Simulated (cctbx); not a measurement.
**Solving a structure by charge flipping**

Cell a = 5.6530 Å, b = 5.6530 Å, c = 3.9340 Å, α = 90.00°, β = 90.00°, γ = 90.00°; space group P4/mmm (no. 123); content Rb1 Ti2.

Simulated single-crystal data (cctbx): Mo Kα, λ = 0.71073 Å, to d = 0.7 Å, 95 % of the full sphere, strongest reflection 40000 counts, noise from counting, a 3 % proportional error and a noise floor of 4 counts (s.d.); no absorption, and some extinction, which the refinements don't model.

Charge flipping in P1 on plain amplitudes to 0.8 Å, δ = 0.9 σ, 10 % of the reflections treated as weak, 200 cycles:

```text
cycle      R  skewness
    0  0.550     0.45
   16  0.367     1.84
   32  0.386     1.78
   48  0.391     1.88
   64  0.403     2.28
   80  0.372     4.97
   96  0.230     7.54
  112  0.204     7.12
  128  0.213     7.18
  144  0.231     7.10
  160  0.203     7.06
  176  0.219     7.02
  192  0.213     7.04
origin shift          correlation  skewness
 0.356  0.209  0.182      0.834      2.74
 0.357  0.709  0.180      0.834      2.04
 0.028  0.104  0.049      0.851      0.27
 0.031  0.607  0.051      0.820      0.10
taken: symmetry correlation 0.834, skewness 2.74
peak      x       y       z  mult  height/sigma
Q1    0.0000  0.0000  0.5000    1     14.4
Q2    0.0000  0.5000  0.0000    2      8.7
Q3    0.0000  0.0000  0.0000    1      5.5
Q4    0.3185  0.5000  0.5000    4      3.5
Q5    0.0000  0.5000  0.5000    2      3.1
Q6    0.5000  0.5000  0.1441    2      2.7
Q7    0.5000  0.5000  0.5000    1      2.6
```

The origin is taken among those within 0.04 of the best correlation, by the skewness of the map.

It took 0.54 s on 1 thread of Arm Neoverse N1 (shared host), peak memory 0.07 GiB.

Q: Assign the peaks.

Heights go roughly as Z and multiplicities must add up to the content. First model: Q1 = Rb1 (1 in the cell, height 14.4) and Q2 = Ti1 (2 in the cell, height 8.7). Against the true structure, Q1 is Rb and Q2 is Ti; the other peaks are not atoms.

Least squares on F², isotropic:

```text
Rint 0.023, 144 unique reflections to 0.70 A
cycle     R1     wR2    GooF  max shift (A)
   1  0.0363  0.0766   5.477   0.00000
   2  0.0069  0.0151   1.082   0.00000
final R1 0.0069 wR2 0.0151 GooF 1.082  parameters 2  data/parameter 72.0
atom        x        y        z      Ueq    occ   su(xyz)  su(Uiso or U11)
Rb1    0.00000  0.00000  0.50000   0.0164  1.000  0.00000  0.0001
Ti1    0.00000  0.50000  0.00000   0.0194  1.000  0.00000  0.0001
difference map: max 0.12 min -0.40 rms 0.05
Q1    0.0694  0.0694  0.0000    4    0.12  2.04 A from Rb1
Q2    0.1600  0.1600  0.3573    8    0.09  1.40 A from Rb1
Q3    0.1234  0.3335  0.5000    8    0.09  2.01 A from Rb1
Q4    0.3988  0.3988  0.1469    8    0.08  2.40 A from Ti1
Q5    0.2029  0.2029  0.0831    8    0.08  2.06 A from Ti1
```

Anisotropic refinement:

```text
Rint 0.023, 144 unique reflections to 0.70 A
cycle     R1     wR2    GooF  max shift (A)
   1  0.0069  0.0152   1.097   0.00000
   2  0.0069  0.0150   1.080   0.00000
final R1 0.0069 wR2 0.0150 GooF 1.080  parameters 5  data/parameter 28.8
atom        x        y        z      Ueq    occ   su(xyz)  su(Uiso or U11)
Rb1    0.00000  0.00000  0.50000   0.0164  1.000  0.00000  0.0001
Ti1    0.00000  0.50000  0.00000   0.0194  1.000  0.00000  0.0001
difference map: max 0.12 min -0.40 rms 0.05
Q1    0.0697  0.0697  0.0000    4    0.13  2.04 A from Rb1
Q2    0.1564  0.1564  0.3527    8    0.09  1.38 A from Rb1
Q3    0.1230  0.3326  0.5000    8    0.09  2.00 A from Rb1
Q4    0.3988  0.3988  0.1454    8    0.08  2.40 A from Ti1
Q5    0.2026  0.2026  0.0830    8    0.08  2.06 A from Ti1
Q6    0.1407  0.5000  0.3639    8    0.07  1.64 A from Ti1
```

**Reading.** The refinement ends at R1 = 0.0069, wR2 = 0.0150, GooF = 1.08, with difference density between -0.40 and 0.12 e/Å³. Every site matches the true model in element, within 0.001 Å r.m.s., up to an allowed shift of origin.

True model:

```csv
atom,mult.,x,y,z,Ueq (Å²)
Rb1,1,0,0,0,0.0166
Ti1,2,0,1/2,1/2,0.0195
```

The model was made for the exercise: a known structure type with other elements put in, its volume estimated, not relaxed; displacement parameters are assumed.

[Middle refinement cycles are left out of these outputs.]

[Logs are printed without paths, hosts, clocks, repeated set-up lines and the standing remarks that a program may print on its own settings, such as how far it seeks lower states.]
